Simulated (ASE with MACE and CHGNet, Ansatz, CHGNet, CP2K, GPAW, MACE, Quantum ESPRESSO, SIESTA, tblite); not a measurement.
## Σ3 (111)[11-2] symmetric tilt boundary in Na2S (72 atoms) in machine-learned potentials

How do the settings of machine-learned potentials change the result for Σ3 (111)[11-2] symmetric tilt boundary in Na2S (72 atoms)? A plane-wave run serves as the yardstick.

Main program and level: ASE with MACE and CHGNet; the method is named at each step.

### 1. The starting structure

The cell holds 72 atoms: 24 S and 48 Na. Its edges and angles: a = 8.010 Å, b = 9.249 Å, c = 22.675 Å, α = 90.0°, β = 90.0°, γ = 90.0°. It derives from Na2S (fluorite-type). Antifluorite-type Na2S (a = 6.54 Å); two grains mirrored in (111), tilt axis [11-2]; 1 x 2 boundary periods, 1 lattice periods a grain, two boundaries a cell, upper grain shifted by [0.404, 0] of the boundary cell and opened by 0.01 Å, no atom removed; not relaxed, displaced by a Gaussian of 0.02 Å. Then every atom was moved at random, 0.03 Å r.m.s. a Cartesian component. Regions: lower grain, 36 atoms (12 S and 24 Na); upper grain, 36 atoms (12 S and 24 Na). The structure's axis is c.

The yardstick, on the same geometry:

| Item | Value |
| --- | --- |
| method | Kohn-Sham DFT, PBE, SSSP efficiency 1.3.0 pseudopotentials, plane waves (Quantum ESPRESSO 7.5); sssp-pbe-1.3.0-efficiency, cutoffs 45/360 Ry, Γ point |
| r.m.s. force component | 0.5713 eV/Å |
| longest force | 2.906 eV/Å |
| pressure | 1.225 GPa |
| gap (highest filled to lowest empty level) | 2.208 eV |
| time | 4 min on 4 MPI ranks of Arm Neoverse V2, shared host |
| CPU time | 16 min |

### 2. MACE MP-0b3 medium potential

Method: machine-learned interatomic potential MACE MP-0b3 medium, trained on PBE(+U) plane-wave data.

run.py

```python
import numpy as np
from ase.io import read
import mlip  # loads the published weights by name

atoms = read("structure.xyz")
atoms.calc = mlip.calc("mace-mp-0b3-medium")
energy = atoms.get_potential_energy()
forces = atoms.get_forces()
print(f"energy {energy:.6f} eV")
print("forces (eV/A)")
for i, (a, f) in enumerate(zip(atoms, forces)):
    print(f"{i:4d} {a.symbol:2s} {f[0]:10.5f} {f[1]:10.5f} {f[2]:10.5f}")
stress = -atoms.get_stress(voigt=False) * 160.21766
print("stress (GPa, compression positive)")
for row in stress:
    print(" ".join(f"{x:10.4f}" for x in row))
```

structure.xyz

```xyz
72
Lattice="8.00983 0.00000 0.00000 0.00000 9.24896 0.00000 0.00000 0.00000 22.67522" Properties=species:S:1:pos:R:3 pbc="T T T"
S 3.95069 2.30438 0.03424
Na 4.01645 2.31400 2.80107
Na 4.01853 2.29652 8.46285
S 6.65008 2.33388 3.78858
Na 6.67003 2.29800 6.62774
Na 6.74644 2.25212 0.92311
S 0.04069 0.01887 22.65300
Na 7.93886 9.24554 2.78361
Na 7.99589 0.01822 8.52611
S 2.71910 9.18301 3.74980
Na 2.66535 0.03505 6.61754
Na 2.58838 9.22436 0.88728
S 5.30731 9.23842 7.51888
Na 5.37051 9.20808 10.42539
Na 5.29690 0.02127 4.76406
S 4.12867 6.90250 22.64461
Na 3.98745 6.96521 2.85050
Na 4.02198 7.00461 8.45695
S 6.61716 6.98028 3.79765
Na 6.60843 6.96400 6.56720
Na 6.71552 6.87688 0.90769
S 0.00569 4.57972 0.00658
Na 0.00833 4.52801 2.85436
Na 0.07697 4.63549 8.52157
S 2.68578 4.62411 3.74413
Na 2.64909 4.60293 6.59191
Na 2.64340 4.63604 0.93172
S 5.34111 4.64742 7.48169
Na 5.34216 4.57204 10.35600
Na 5.34095 4.67470 4.77994
S 1.30200 2.27719 7.54223
Na 1.37425 2.32195 10.37505
Na 1.35687 2.31104 4.73232
S 1.31938 6.94070 7.52681
Na 1.42919 6.96493 10.37301
Na 1.31674 6.93746 4.68697
S 7.27805 2.28311 11.35598
Na 7.28766 2.34933 19.89615
Na 7.25010 2.26045 14.18131
S 2.01215 2.31261 18.87304
Na 1.88607 2.31585 16.07741
Na 1.91972 2.32713 21.76640
S 3.25880 9.16637 11.32967
Na 3.26881 0.00120 19.81179
Na 3.21362 9.23657 14.23482
S 5.90477 0.01378 18.80411
Na 5.91694 0.03820 16.07673
Na 5.91974 0.03126 21.75642
S 0.63414 9.21002 15.11213
Na 0.56782 0.02423 12.24190
Na 0.58672 0.00185 17.96082
S 7.22927 6.96262 11.38591
Na 7.25258 6.93385 19.90091
Na 7.24769 6.88298 14.19378
S 1.85612 6.94948 18.86941
Na 1.90217 6.95753 16.06743
[... 12 atom lines left out ...]
Na 4.59115 2.28338 17.94948
S 4.52395 6.93459 15.16111
Na 4.59884 6.89122 12.22875
Na 4.56905 6.89427 17.93723
```

Command:

```bash
> OMP_NUM_THREADS=1 python run.py > output.txt
```

Log:

```text
energy -232.809242 eV
forces (eV/A)
   0 S     2.72876   -0.06669    0.85597
   1 Na   -0.00837   -0.02183    0.00668
   2 Na   -0.06740    0.04446    0.04662
   3 S     0.07978   -0.11807    0.03217
   4 Na    0.00513    0.05706   -0.06277
   5 Na   -0.04436    0.17824    0.18367
   6 S     1.76054   -0.14760    0.48048
   7 Na    0.09482   -0.00848    0.11412
   8 Na   -0.06083   -0.09710   -0.00277
   9 S    -0.33165    0.29675    0.07237
  10 Na   -0.07516   -0.13009   -0.08002
  11 Na    0.41305   -0.00928    0.25767
  12 S     0.15649    0.15373    0.20236
  13 Na    2.14007    0.05642   -0.80661
  14 Na    0.07325    0.01753   -0.16308
  15 S     0.94906    0.06322    0.28555
  16 Na    0.11493   -0.11586   -0.18362
  17 Na   -0.10838   -0.15997    0.05520
  18 S     0.21973   -0.11189   -0.13051
  19 Na    0.19710   -0.01777    0.08577
  20 Na    0.14365    0.06981    0.23365
  21 S     1.39820    0.00731    0.27372
  22 Na   -0.04731    0.20473   -0.07210
  23 Na   -0.19502    0.02887   -0.04084
[...]
64 Na   -0.08112    0.06013    0.00955
  65 Na   -0.21485    0.00086   -0.05767
  66 S    -0.13064   -0.03161    0.06433
  67 Na   -0.27855   -0.10120    0.20655
  68 Na    0.09721    0.10200   -0.09498
  69 S     0.21452    0.01112   -0.11135
  70 Na   -0.19081    0.01967    0.26728
  71 Na    0.00265    0.08806    0.10443
stress (GPa, compression positive)
    1.9787    -0.0300    -0.0254
   -0.0300    -0.5048    -0.0738
   -0.0254    -0.0738     0.4973
```

Elapsed: 9.8 s, on 1 thread of Arm Neoverse V2, shared host; peak memory 0.82 GiB.

Banners, paths, timers and routine set-up lines are dropped from the logs unmarked, and long logs keep their key lines alone; longer cuts are marked.

Numbers from this run, and their distance from the reference:

| Item | Value |
| --- | --- |
| r.m.s. force component | 0.5598 eV/Å |
| r.m.s. difference of force components | 31.82 meV/Å |
| longest difference of force vectors | 109.2 meV/Å |
| force difference over r.m.s. force | 5.569 % |
| slope of forces against the reference's | 0.9786 |
| correlation of force components | 0.9986 |
| pressure | 0.6571 GPa |
| pressure difference | -0.5682 GPa |

Length of the force difference by element (eV/Å):

| element | atoms | mean | most |
| --- | --- | --- | --- |
| Na | 48 | 0.050 | 0.11 |
| S | 24 | 0.046 | 0.076 |

Local excerpt of 10 atoms (numbers count through the whole input) about Na38, which has 3 bonded neighbours where the commonest count for Na is 4; x, y, z are measured from there.

| atom | x | y | z | distance (Å) | bonds | Fx | Fy | Fz (eV/Å) |
| --- | --- | --- | --- | --- | --- | --- | --- | --- |
| Na38 | 0.00 | 0.00 | 0.00 | 0.00 | 3 | 0.04 | -0.06 | -0.06 |
| S61 | -1.37 | 2.24 | -1.02 | 2.81 | 8 | -0.01 | 0.12 | 0.17 |
| S40 | 2.73 | -0.04 | -1.02 | 2.92 | 8 | -0.42 | -0.07 | 0.09 |
| S46 | -1.38 | -2.34 | -1.09 | 2.93 | 8 | 0.08 | -0.09 | 0.40 |
| Na42 | 2.64 | -0.02 | 1.87 | 3.24 | 4 | -2.63 | 0.01 | -1.14 |
| Na48 | -1.37 | -2.32 | 1.86 | 3.27 | 4 | -2.12 | -0.08 | -0.80 |
| Na63 | -1.49 | 2.25 | 1.87 | 3.28 | 4 | -1.48 | 0.00 | -0.52 |
| Na66 | 1.38 | 2.26 | -1.95 | 3.29 | 4 | -0.21 | 0.00 | -0.06 |
| Na51 | 1.31 | -2.35 | -1.94 | 3.31 | 4 | -0.05 | 0.04 | -0.02 |
| Na69 | -2.70 | -0.07 | -1.95 | 3.33 | 4 | 0.10 | 0.10 | -0.09 |

Atoms are counted from 1 here, from 0 in the log.

Forces lie 5.6 % from the reference's, at 0.0075 times its CPU time (on 1 against 4 cores).

### 3. CHGNet r2SCAN potential

Method: machine-learned interatomic potential CHGNet r2SCAN, trained on r2SCAN plane-wave data.

run.py: that of step 2 with these lines changed.

```diff
@@ -5,3 +5,3 @@
 atoms = read("structure.xyz")
-atoms.calc = mlip.calc("mace-mp-0b3-medium")
+atoms.calc = mlip.calc("chgnet-r2scan")
 energy = atoms.get_potential_energy()
```

structure.xyz is that of step 2.

Log:

```text
CHGNet vr2scan initialized with 412,525 parameters
CHGNet will run on cpu
energy -450.400177 eV
forces (eV/A)
   0 S     2.09920   -0.04506    0.70362
   1 Na   -0.01497   -0.02980    0.01593
   2 Na   -0.04373    0.03578    0.06508
   3 S     0.06680   -0.06920    0.04087
   4 Na   -0.02407    0.01537   -0.04018
   5 Na   -0.07826    0.07716    0.06484
   6 S     1.43928   -0.06066    0.40352
   7 Na    0.07144    0.00596    0.07450
   8 Na   -0.05295   -0.05383    0.04541
   9 S    -0.20413    0.20705    0.05936
  10 Na   -0.04196   -0.08251   -0.06252
  11 Na    0.17715   -0.03099    0.08946
  12 S     0.10944    0.08241    0.10756
  13 Na    1.63564    0.03337   -0.61198
  14 Na    0.03789    0.01774   -0.07562
  15 S     0.80563    0.04018    0.22875
  16 Na    0.05113   -0.07018   -0.09941
  17 Na   -0.06097   -0.07767    0.06730
  18 S     0.12972   -0.08563   -0.06029
  19 Na    0.09195   -0.01153    0.03321
  20 Na    0.01926    0.03611    0.09686
  21 S     1.07046   -0.02332    0.21590
  22 Na   -0.03010    0.11792   -0.01750
  23 Na   -0.12841    0.02624    0.02425
[...]
64 Na    0.01531    0.04527   -0.05513
  65 Na   -0.10554   -0.01258   -0.05386
  66 S    -0.10211    0.00402    0.07600
  67 Na   -0.07701   -0.06465    0.05971
  68 Na    0.05999    0.04323   -0.07888
  69 S     0.12828    0.02700   -0.06378
  70 Na   -0.04648    0.00719    0.12300
  71 Na   -0.00040    0.02739    0.05998
stress (GPa, compression positive)
    1.3019    -0.0213    -0.0240
   -0.0213    -0.6549    -0.0460
   -0.0240    -0.0460     0.0571
```

Elapsed: 3.3 s, on 1 thread; peak memory 0.73 GiB.

Compared with the plane-wave run:

- r.m.s. force component: 0.4268 eV/Å
- r.m.s. difference of force components: 155.7 meV/Å
- longest difference of force vectors: 715.2 meV/Å
- force difference over r.m.s. force: 27.26 %
- slope of forces against the reference's: 0.7418
- correlation of force components: 0.9931
- pressure: 0.2347 GPa
- pressure difference: -0.9906 GPa

Against the first run (5.6 %), the force difference from the reference is 27 %, at 0.41 times the CPU time; this potential was trained at another functional than the reference's, which explains only part of so large a difference.

### 4. MACE MP-0b2 small potential

Method: machine-learned interatomic potential MACE MP-0b2 small, trained on PBE(+U) plane-wave data.

run.py: that of step 3 with these lines changed.

```diff
@@ -5,3 +5,3 @@
 atoms = read("structure.xyz")
-atoms.calc = mlip.calc("chgnet-r2scan")
+atoms.calc = mlip.calc("mace-mp-0b2-small")
 energy = atoms.get_potential_energy()
```

structure.xyz is that of step 3.

Log:

```text
energy -232.879768 eV
forces (eV/A)
   0 S     2.79748   -0.05619    0.81580
   1 Na   -0.00233   -0.02302    0.06673
   2 Na   -0.06280    0.02787   -0.03175
   3 S     0.08804   -0.11474    0.02483
   4 Na   -0.00969    0.05107   -0.06614
   5 Na   -0.04716    0.14715    0.20555
   6 S     1.85922   -0.12866    0.45872
   7 Na    0.08624   -0.00504    0.15252
   8 Na   -0.08476   -0.08308   -0.07714
   9 S    -0.31908    0.29162    0.06666
  10 Na   -0.06397   -0.11507   -0.07538
  11 Na    0.35651   -0.01672    0.27885
  12 S     0.15610    0.13711    0.23392
  13 Na    2.20558    0.05306   -0.79753
  14 Na    0.05990    0.01763   -0.14225
  15 S     1.01052    0.07310    0.24819
  16 Na    0.10334   -0.10104   -0.12409
  17 Na   -0.10336   -0.12433   -0.01751
  18 S     0.20148   -0.11541   -0.12449
  19 Na    0.15663   -0.01706    0.06405
  20 Na    0.12365    0.07201    0.26448
  21 S     1.46003   -0.00718    0.22854
  22 Na   -0.04765    0.17110   -0.01652
  23 Na   -0.18477    0.02584   -0.11854
[...]
64 Na   -0.05797    0.04411    0.05544
  65 Na   -0.17232    0.00103   -0.05830
  66 S    -0.13375   -0.02464    0.07825
  67 Na   -0.21182   -0.08645    0.21764
  68 Na    0.09279    0.08252   -0.10203
  69 S     0.20504    0.01455   -0.10876
  70 Na   -0.12918    0.00721    0.29664
  71 Na   -0.00274    0.07206    0.07199
stress (GPa, compression positive)
    1.9256    -0.0226    -0.0262
   -0.0226    -0.5586    -0.0633
   -0.0262    -0.0633     0.5242
```

Wall time 5.3 s (1 thread); peak memory 0.67 GiB.

Numbers from this run, and their distance from the reference:

```yaml
r_m_s_force_component: 0.5741 eV/Å
r_m_s_difference_of_force_components: 25.02 meV/Å
longest_difference_of_force_vectors: 81.51 meV/Å
force_difference_over_r_m_s_force: 4.379 %
slope_of_forces_against_the_reference_s: 1.004
correlation_of_force_components: 0.9991
pressure: 0.6304 GPa
pressure_difference: -0.5949 GPa
```

Against the first run (5.6 %), the force difference from the reference is 4.4 %, at 0.74 times the CPU time.

### 5. All runs compared

Differences are against the plane-wave reference, forces as r.m.s. over components; share is that over the reference's r.m.s. force, slope the least-squares factor from reference forces to these. Total energies of different programs have different zeros and aren't compared.

| run | Δ force, r.m.s. (meV/Å) | share (%) | slope | Δ pressure (GPa) | cores | CPU time | memory (GiB) |
| --- | --- | --- | --- | --- | --- | --- | --- |
| reference | - | - | - | - | 4 | 16 min | 3.6 |
| MACE MP-0b3 medium potential | 31.8 | 5.57 | 0.979 | -0.568 | 1 | 7.2 s | 0.82 |
| CHGNet r2SCAN potential | 156 | 27.3 | 0.742 | -0.991 | 1 | 3 s | 0.73 |
| MACE MP-0b2 small potential | 25.0 | 4.38 | 1.004 | -0.595 | 1 | 5.3 s | 0.67 |

Times of the machine-learned potentials are mostly Python's start and the loading of weights.

CPU time is summed over cores on a shared host, where runs went side by side, so it is rough. Symmetry, cutoffs, thresholds, outputs and thread counts weren't matched or tuned between programs; memory under MPI is the largest rank's times the ranks.

### 6. Outcome

```json
{
  "nearest in forces": "MACE MP-0b2 small potential, 4.4 %",
  "its CPU time": "5.3 s"
}
```

Machine-learned potentials differ by 4.4 % (MACE MP-0b2 small potential) to 27 % (CHGNet r2SCAN potential); they were trained on other programs' data, some at another functional. The reference's pressure holds the uncorrected Pulay stress of its 45 Ry basis, so small pressure differences, and their order, may be the reference's own error. Machine-learned potentials mimic data converged in k, so the reference's own k-point error enters their differences. The host structure and its lattice constant were typed by rule, without a check against the phase diagram. The electronic-structure runs sample only Γ, in a cell whose shortest periodic width is 8 Å.

[Also dropped from logs without a mark: logging warnings of Python, and SIESTA's first energy breakdown and zero terms.]

[Logs are printed without paths, hosts, clocks, repeated set-up lines and the standing remarks that a program may print on its own settings, such as how far it seeks lower states.]

[Hosts, paths, dates, database ids (printed as entryN), source tags and the programs' standing remarks are cut or masked in the printed files.]
